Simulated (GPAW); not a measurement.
# Near-edge structure at the Zn K edge of zinc-blende (ZnS)₁₋ₓ(ZnSe)ₓ at x = 0.125, part 2 of 3

What does the Zn K edge look like in zinc-blende (ZnS)₁₋ₓ(ZnSe)ₓ at x = 0.125?

GPAW 26.7.0; X-ray absorption from dipole matrix elements to empty bands, plane-wave PAW LDA.

So far. Step 3 (Ground state of the crystal): The mesh shows a gap of 1.68 eV. The excited electron is kept all the same, so that all members of the series, with or without a gap, are treated alike.

**5. Spectrum with XCH, Zn atom 1**

The holes are 7.7 Å apart. In GPAW the data set carries the hole's charge, so charge=0 means a charged cell and charge=-1 a neutral one. The excited electron is kept in the cell, where it fills the lowest empty states and screens the hole. After the field has converged, empty bands are computed with the density fixed and the dipole matrix elements are summed.

The absorber has 3 S at 2.34 Å and 1 Se at 2.42 Å (distorted tetrahedral).

Contents of xas.py:

```python
import numpy as np
from ase import Atoms
from ase.parallel import parprint, paropen
from gpaw import GPAW, PW, FermiDirac, Mixer, MixerDif, setup_paths
from gpaw.test import gen
setup_paths.insert(0, '.')
gen('Zn', name='fch1s', xcname='LDA', corehole=(1, 0, 1), write_xml=True)
from gpaw.mpi import world
world.barrier()

atoms = Atoms('ZnSZnSeZnSZnSZnSZnSZnSZnS',
    cell=[[0, 5.44225, 5.44225],
     [5.44225, 0, 5.44225],
     [5.44225, 5.44225, 0]],
    scaled_positions=[[0.9959049, 0.9971529, 0.0112939],
     [0.1245392, 0.1263144, 0.1254345],
     [0.9959357, 0.9974088, 0.4974004],
     [0.1245525, 0.1252894, 0.6257395],
     [0.0003578, 0.5011945, 0.000185],
     [0.1262277, 0.6253973, 0.1248772],
     [0.9969982, 0.510602, 0.4966379],
     [0.125397, 0.6253881, 0.625351],
     [0.4992055, 0.0010266, 0.000046],
     [0.6242175, 0.1257905, 0.1252542],
     [0.5097789, 0.9952284, 0.4971014],
     [0.6240527, 0.125051, 0.6252898],
     [0.5014255, 0.5007913, 0.0008794],
     [0.6257177, 0.626279, 0.125077],
     [0.5002394, 0.4997261, 0.499489],
     [0.6251169, 0.6236972, 0.6258297]],
    pbc=True)
atoms.calc = calc = GPAW(legacy_gpaw=True, mode=PW(400, force_complex_dtype=True), xc='LDA', setups={0: 'fch1s'},
    kpts={'size': (3, 3, 3), 'gamma': True}, occupations=FermiDirac(0.04),
    charge=-1, mixer=Mixer(0.1, 5, 50), maxiter=150,
    convergence={'density': 0.0001, 'eigenstates': 1e-6}, txt='scf.txt')
energy = atoms.get_potential_energy() + calc.get_reference_energy()
ef = calc.get_fermi_level()
out = dict(energy=energy, fermi=ef, forces=atoms.get_forces().tolist())
parprint(f'all-electron energy {energy:.4f} eV, Fermi level {ef:.4f} eV')
ev = np.array([[calc.get_eigenvalues(k, s) for k in range(len(calc.get_ibz_k_points()))] for s in range(calc.get_number_of_spins())])
out['homo'], out['lumo'], out['counts'] = ev[ev < ef].max(), ev[ev > ef].min(), sorted(set((ev < ef).sum((0, 2)).tolist()))
out['filled'] = (ev[:, 0] < ef).sum(1).tolist()

from ase.units import Ha
from gpaw.xas import dipole_matrix_elements
nb = int(calc.get_number_of_electrons() / 2) + 165
top, nb = nb, nb + 8 + nb // 12
nscf = calc.fixed_density(kpts={'size': (4, 4, 4), 'gamma': True}, nbands=nb,
    convergence={'bands': top, 'eigenstates': 5e-3}, maxiter=60, txt='nscf.txt')
cell = atoms.cell.array
ops = [cell.T @ U.T @ np.linalg.inv(cell.T) for U in nscf.wfs.kd.symmetry.op_scc]
filled = [72]  # bands filled in the ground state, by spin
E = np.arange(-6, 30, 0.1)
fwhm = np.interp(E, [4, 25], [1.67, 3.5])
Y, X, zero, highest = 0, 0, 1e9, 1e9
for spin in range(nscf.get_number_of_spins()):
    wfs = nscf.wfs
    mine = wfs.bd.get_slice()  # this rank's bands
    A = dipole_matrix_elements(wfs.setups[0])
    eps = np.zeros((wfs.kd.nibzkpts, nb))
    d = np.zeros((3, A.shape[1], wfs.kd.nibzkpts, nb), complex)
    for kpt in wfs.kpt_u:
        if kpt.s == spin and 0 in kpt.P_ani:
            eps[kpt.k, mine] = kpt.eps_n * Ha
            d[:, :, kpt.k, mine] = (kpt.weight * wfs.nspins / 2) ** 0.5 * np.inner(A, kpt.P_ani[0])
    world.sum(eps)
    world.sum(d)
    T = np.einsum('amkn,bmkn->abkn', d, d.conj()).real
    T = sum(np.einsum('ai,ijkn,bj->abkn', R, T, R) for R in ops) / len(ops)
    empty = np.ones_like(eps, bool) & (np.arange(nb) >= filled[spin])
    zero, highest = min(zero, eps[empty].min()), min(highest, eps[:, top - 1].min())
    lines = [(eps, T, empty)] if spin == 0 else lines + [(eps, T, empty)]
for eps, T, empty in lines:
    f = np.einsum('aakn->akn', T).reshape(3, -1)
    x = eps.ravel() - zero
    w = np.interp(x, E, fwhm) / 2.35482
    g = np.exp(-0.5 * ((E[:, None] - x) / w) ** 2) / (w * (2 * np.pi) ** 0.5)
    Y = Y + (f * empty.ravel()) @ g.T
    X = X + (f * ~empty.ravel()) @ g.T
out.update(E=E.round(2).tolist(), xas=Y.tolist(), xes=X.tolist(), zero=zero, valid=highest - zero, nk=len(eps), nb=nb)
for i in range(0, len(E), 10):
    parprint(f'{E[i]:7.2f}', *(f'{v:10.3e}' for v in Y[:, i]))
import json
with paropen('out.json', 'w') as f:
    json.dump(out, f)
```

Run with:

```bash
$ OMP_NUM_THREADS=1 mpirun -n 4 gpaw python xas.py
```

Numbers of over 12 decimals in the logs are rounded to 6 here.

Log:

```text
Input parameters:
  charge: -1
  convergence: {density: 0.0001,
                eigenstates: 1e-06}
  kpts: {gamma: True,
         size: (3, 3, 3)}
  maxiter: 150
  mixer: {backend: pulay,
          beta: 0.1,
          method: separate,
          nmaxold: 5,
          weight: 50}
  mode: {ecut: 400.0,
         force_complex_dtype: True,
         name: pw}
  occupations: {fixmagmom: False,
                name: fermi-dirac,
                width: 0.04}
  setups: {0: fch1s}

Initialize ...

[... PAW data sets ...]

Reference energy: -522412.800732  # eV

Spin-paired calculation

[... convergence settings ...]
Symmetries present (total): 1
  [... symmetry matrices ...]

27 k-points: 3 x 3 x 3 Monkhorst-Pack grid
14 k-points in the irreducible part of the Brillouin zone
       k-points in crystal coordinates                weights
   0:     0.00000000    0.00000000    0.00000000          1/27
   1:     0.00000000    0.00000000    0.33333333          2/27
   2:     0.00000000    0.33333333   -0.33333333          2/27
   3:     0.00000000    0.33333333    0.00000000          2/27
   4:     0.00000000    0.33333333    0.33333333          2/27
   5:     0.33333333   -0.33333333   -0.33333333          2/27
   6:     0.33333333   -0.33333333    0.00000000          2/27
   7:     0.33333333   -0.33333333    0.33333333          2/27
   8:     0.33333333    0.00000000   -0.33333333          2/27
   9:     0.33333333    0.00000000    0.00000000          2/27
          ...
  13:     0.33333333    0.33333333    0.33333333          2/27

Wave functions: Plane wave expansion
  Cutoff energy: 400.000 eV
  Number of coefficients (min, max): 5840, 5961
  Pulay-stress correction: 0.000000 eV/Ang^3 (de/decut=0.000000)
  Using FFTW library
  Wavefunction extrapolation:
    Improved wavefunction reuse through dual PAW basis

Occupation numbers: Fermi-Dirac:
  width: 0.0400  # eV

Eigensolver
   Davidson(niter=2)

Densities:
  Coarse grid: 36*36*36 grid
  Fine grid: 72*72*72 grid
  Total Charge: 0.000000

Density mixing:
  Method: separate
  Backend: pulay
  Linear mixing parameter: 0.1
  old densities: 5
  Width of damping distribution: 1.1
  Damping of long wavelength oscillations: 50

[... Hamiltonian set-up ...]
Number of atoms: 16
Number of atomic orbitals: 104
Number of bands in calculation: 91
Number of valence electrons: 145
Bands to converge: occupied

... initialized

Initializing position-dependent things.

Density initialized from atomic densities
Creating initial wave functions:
  91 bands from LCAO basis set

                                Zn
                        Zn

                         Zn

                              Zn
                            S
                    S
                        Zn
                     S
               Zn
             S            S
                  S
         Zn
                    Se
              Zn
           S

Atomic positions and initial magnetic moments

Positions:
   0 Zn     5.488220    5.481428   10.846719    ( 0.0000,  0.0000,  0.0000)
   1 S      1.370080    1.360419    1.365208    ( 0.0000,  0.0000,  0.0000)
   2 Zn     8.135125    8.127108   10.848279    ( 0.0000,  0.0000,  0.0000)
   3 Se     4.087287    4.083277    1.359702    ( 0.0000,  0.0000,  0.0000)
   4 Zn     2.728633    0.002954    2.729573    ( 0.0000,  0.0000,  0.0000)
   5 S      4.083181    1.366576    4.090531    ( 0.0000,  0.0000,  0.0000)
   6 Zn     5.481651    8.128741    8.204737    ( 0.0000,  0.0000,  0.0000)
[...]
13 S      4.089067    4.086012    6.813679    ( 0.0000,  0.0000,  0.0000)
  14 Zn     5.437978    5.440772    5.442062    ( 0.0000,  0.0000,  0.0000)
  15 S      6.800238    6.807964    6.796359    ( 0.0000,  0.0000,  0.0000)

Unit cell:
           periodic     x           y           z      points  spacing
  1. axis:    yes    0.000000    5.442250    5.442250    36     0.1746
  2. axis:    yes    5.442250    0.000000    5.442250    36     0.1746
  3. axis:    yes    5.442250    5.442250    0.000000    36     0.1746

  Lengths:   7.696504   7.696504   7.696504
  Angles:   60.000000  60.000000  60.000000

Effective grid spacing dv^(1/3) = 0.1905

iter:   1   -74.714147
iter:   2   -73.447424   -0.17  -1.20
iter:   3   -71.291877   -0.94  -1.28
iter:   4   -71.290439   -1.73  -1.54
iter:   5   -71.199029   -1.86  -1.57
iter:   6   -71.154922   -2.71  -2.14
iter:   7   -71.133672c  -3.07  -2.24
iter:   8   -71.132299c  -4.04  -2.87
iter:   9   -71.131075c  -3.88  -2.99
iter:  10   -71.130523c  -4.99  -3.33
iter:  11   -71.130537c  -5.40  -3.47
iter:  12   -71.130522c  -5.91  -3.43
iter:  13   -71.130467c  -5.53  -3.56
iter:  14   -71.130461c  -6.12c -3.99
iter:  15   -71.130461c  -5.82  -4.21c
iter:  16   -71.130458c  -7.00c -4.33c

Converged after 16 iterations.

Dipole moment: (-25.251283, -25.129095, -22.699801) |e|*Ang

Energy contributions relative to reference atoms: (reference = -522412.800732)

Kinetic:        +87.983104
Potential:      -76.573357
External:        +0.000000
XC:             -82.568174
Entropy (-ST):   -0.015300
Local:           +0.035618
SIC:             +0.000000
--------------------------
Free energy:    -71.138108
Extrapolated:   -71.130458

Showing only first 2 kpts
 Kpt  Band  Eigenvalues  Occupancy
  0    70      3.47851    2.00000
  0    71      3.47871    2.00000
  0    72      4.91863    2.00000
  0    73      5.87901    2.00000

  1    70      3.27132    2.00000
  1    71      3.27229    2.00000
  1    72      5.84391    2.00000
[...]
Fermi level: 6.40017

No gap
No difference between direct/indirect transitions

Forces in eV/Ang:
  0 Zn    0.05615    0.05931   -0.04992
  1 S     0.19453    0.20121    0.21896
  2 Zn   -0.04996   -0.04416   -0.21360
  3 Se   -0.20890   -0.20559    0.21639
  4 Zn   -0.01242   -0.14751    0.00634
  5 S    -0.21765    0.20125   -0.20770
  6 Zn    0.20949   -0.03688    0.03580
[...]
13 S    -0.00909   -0.00732   -0.01023
 14 Zn    0.01078    0.00427    0.00627
 15 S     0.01489    0.00308    0.01346
Scalar-relativistic atomic LDA calculation for Zn (Zinc, Z=30)
Core hole in 1s state (1s occupation: 1.0)
600 radial gridpoints.
|------------------------------------------------|
|------------------------------------------------|
[... the atom generator's iteration count ...]

Energy contributions:
-------------------------
Kinetic:    +1455.313461
XC:           -60.592874
Potential:  -2831.921453
-------------------------
Total:      -1437.200866

state      eigenvalue         ekin         rmax
-----------------------------------------------
1s^1.0 :  -362.370562   457.247084        0.033
2s^2.0 :   -45.586324    89.692358        0.186
2p^6.0 :   -40.551796    88.902557        0.147
3s^2.0 :    -5.578362    20.178333        0.572
3p^6.0 :    -3.921210    18.278078        0.568
3d^10.0:    -1.035193    13.091422        0.530
4s^2.0 :    -0.603317     2.163486        1.866
4p^0.0 :    -0.343743     1.345124        2.300
-----------------------------------------------
(units: Bohr and Hartree)

Generating PAW setup
Kinetic energy of the core from tauc = 1332.765430
Cutoffs:
rc(s)=2.430
rc(p)=2.400
rc(d)=2.230
rc(vbar)=2.260
rc(comp)=2.200
rc(nct)=2.430

Kinetic energy of the core states: 1320.072273
Charge: 1.0
Core electrons: 17.0
Valence electrons: 12.0
Pseudo-core charge: 0.063801
Shape function alpha=2.066
Pseudo-electron charge 3.436182
state    eigenvalue         norm
--------------------------------
4s(2) :    -0.603317     1.206269
*s    :     0.396683
4p(0) :    -0.343743     1.021921
*p    :     0.656257
3d(10):    -1.035193     0.095984
*d    :    -0.035193
--------------------------------

Diagonalizing with gridspacing h=0.050

state   all-electron     PAW
-------------------------------
4s:      -0.603317    -0.603615
4p:      -0.343743    -0.343956
3d:      -1.035193    -1.035651
*f:                   -0.018332
-------------------------------
all-electron energy -522483.9312 eV, Fermi level 6.4002 eV
[...]
27.00  1.686e-07  1.687e-07  1.687e-07
  28.00  1.758e-07  1.759e-07  1.760e-07
  29.00  1.722e-07  1.722e-07  1.724e-07
```

Wall time 6.8 min (4 MPI ranks of Arm Neoverse V1, shared host); peak memory 0.75 GiB; 27 min of CPU time.

The Zn K spectrum, Zn atom 1, excited-electron core hole (neutral cell) (energy from the bottom of the conduction band, which holds the excited electron; intensity scaled to a mean of 1 over the first 20 eV):

| E (eV) | intensity |
| --- | --- |
| -2.0 | 0.00 |
| -1.4 | 0.00 |
| -0.8 | 0.00 |
| -0.2 | 0.02 |
| 0.4 | 0.07 |
| 1.0 | 0.22 |
| 1.6 | 0.47 |
| 2.2 | 0.78 |
| 2.8 | 1.02 |
| 3.4 | 1.23 |
| 4.0 | 1.59 |
| 4.6 | 1.96 |
| 5.2 | 1.97 |
| 5.8 | 1.56 |
| 6.4 | 1.08 |
| 7.0 | 0.83 |
| 7.6 | 0.83 |
| 8.2 | 0.95 |
| 8.8 | 1.02 |
| 9.4 | 0.96 |
| 10.0 | 0.88 |
| 10.6 | 0.88 |
| 11.2 | 0.95 |
| 11.8 | 1.03 |
| 12.4 | 1.07 |
| 13.0 | 1.06 |
| 13.6 | 1.03 |
| 14.2 | 1.01 |
| 14.8 | 1.01 |
| 15.4 | 1.00 |
| 16.0 | 0.99 |
| 16.6 | 0.97 |
| 17.2 | 0.96 |
| 17.8 | 0.95 |
| 18.4 | 0.93 |
| 19.0 | 0.89 |
| 19.6 | 0.84 |
| 20.2 | 0.78 |
| 20.8 | 0.74 |
| 21.4 | 0.74 |
| 22.0 | 0.76 |
| 22.6 | 0.79 |
| 23.2 | 0.82 |
| 23.8 | 0.83 |
| 24.4 | 0.84 |
| 25.0 | 0.85 |
| 25.6 | 0.87 |
| 26.2 | 0.91 |
| 26.8 | 0.96 |
| 27.4 | 0.99 |

Main maxima below 27 eV (height): 5.0 eV (2.02), 8.8 eV (1.02) and 12.6 eV (1.07). A K edge sees empty p states on the absorber.

The total-energy difference is 9673.35 eV. One term is added: -30.82 eV, since the hole is spin-paired here and a spin-polarised one costs that much less in the free atom (computed apart). The photon energy is then 9642.53 eV. The tabulated edge of the element is 9659 eV. The functional leaves an error in such absolute values: in the free atom LDA prices this hole 19.1 eV below PBE (computed apart), and PBE is itself good to a few eV.

**6. Cell without a hole, the energy reference**

The absorbing element, whose data set is made anew, changes for the next run, so it gets a reference energy of its own.

Contents of scf.py:

```python
import numpy as np
from ase import Atoms
from ase.parallel import parprint, paropen
from gpaw import GPAW, PW, FermiDirac, Mixer, MixerDif, setup_paths
from gpaw.test import gen
setup_paths.insert(0, '.')
gen('S', name='nch1s', xcname='LDA', corehole=(1, 0, 0), write_xml=True)
from gpaw.mpi import world
world.barrier()

atoms = Atoms('ZnSZnSeZnSZnSZnSZnSZnSZnS',
    cell=[[0, 5.44225, 5.44225],
     [5.44225, 0, 5.44225],
     [5.44225, 5.44225, 0]],
    scaled_positions=[[0.9959049, 0.9971529, 0.0112939],
     [0.1245392, 0.1263144, 0.1254345],
     [0.9959357, 0.9974088, 0.4974004],
     [0.1245525, 0.1252894, 0.6257395],
     [0.0003578, 0.5011945, 0.000185],
     [0.1262277, 0.6253973, 0.1248772],
     [0.9969982, 0.510602, 0.4966379],
     [0.125397, 0.6253881, 0.625351],
     [0.4992055, 0.0010266, 0.000046],
     [0.6242175, 0.1257905, 0.1252542],
     [0.5097789, 0.9952284, 0.4971014],
     [0.6240527, 0.125051, 0.6252898],
     [0.5014255, 0.5007913, 0.0008794],
     [0.6257177, 0.626279, 0.125077],
     [0.5002394, 0.4997261, 0.499489],
     [0.6251169, 0.6236972, 0.6258297]],
    pbc=True)
atoms.calc = calc = GPAW(legacy_gpaw=True, mode=PW(400, force_complex_dtype=True), xc='LDA', setups={1: 'nch1s'},
    kpts={'size': (3, 3, 3), 'gamma': True}, occupations=FermiDirac(0.02),
    charge=0, mixer=Mixer(0.1, 5, 50), maxiter=150,
    convergence={'density': 0.0001, 'eigenstates': 1e-6}, txt='scf.txt')
energy = atoms.get_potential_energy() + calc.get_reference_energy()
ef = calc.get_fermi_level()
out = dict(energy=energy, fermi=ef, forces=atoms.get_forces().tolist())
parprint(f'all-electron energy {energy:.4f} eV, Fermi level {ef:.4f} eV')
ev = np.array([[calc.get_eigenvalues(k, s) for k in range(len(calc.get_ibz_k_points()))] for s in range(calc.get_number_of_spins())])
out['homo'], out['lumo'], out['counts'] = ev[ev < ef].max(), ev[ev > ef].min(), sorted(set((ev < ef).sum((0, 2)).tolist()))
out['filled'] = (ev[:, 0] < ef).sum(1).tolist()
import json
with paropen('out.json', 'w') as f:
    json.dump(out, f)
```

Run with:

```bash
$ OMP_NUM_THREADS=1 mpirun -n 4 gpaw python scf.py
```

Log:

```text
Input parameters:
  convergence: {density: 0.0001,
                eigenstates: 1e-06}
  kpts: {gamma: True,
         size: (3, 3, 3)}
  maxiter: 150
  mixer: {backend: pulay,
          beta: 0.1,
          method: separate,
          nmaxold: 5,
          weight: 50}
  mode: {ecut: 400.0,
         force_complex_dtype: True,
         name: pw}
  occupations: {fixmagmom: False,
                name: fermi-dirac,
[...]
3s(2) :    -0.634959     1.191395
*s    :     0.365041
3p(4) :    -0.261139     0.997058
*p    :     0.738861
*d    :     0.000000
--------------------------------

Diagonalizing with gridspacing h=0.050

state   all-electron     PAW
-------------------------------
3s:      -0.634959    -0.635587
3p:      -0.261139    -0.261554
*d:                    0.043150
*f:                    0.074695
-------------------------------
all-electron energy -532157.2821 eV, Fermi level 4.0415 eV
[key lines of the parts left out:]
Converged after 14 iterations.
Dipole moment: (-25.055550, -24.954693, -22.726354) |e|*Ang
Free energy:    -64.807182
Fermi level: 4.04147
```

Wall time 71 s (4 MPI ranks); peak memory 0.34 GiB.

Reference energy: -532157.282 eV with the cores included.

(Part 2 of 3 ends here.)

[Banner, clock and machine lines of the logs are left out without a mark of their own.]

[Logs are printed without paths, hosts, clocks, repeated set-up lines and the standing remarks that a program may print on its own settings, such as how far it seeks lower states.]

[Hosts, paths, dates, database ids (printed as entryN), source tags and the programs' standing remarks are cut or masked in the printed files.]

[Lists of maxima count a maximum above −3 eV only where it reaches 4 % of the highest in the window and stands out from its surroundings by 2 % of it (1.5 % where it reaches 55 %); shoulders and weaker maxima are passed over, and of the rest the first, up to two pre-edge ones and the few strongest are named.]
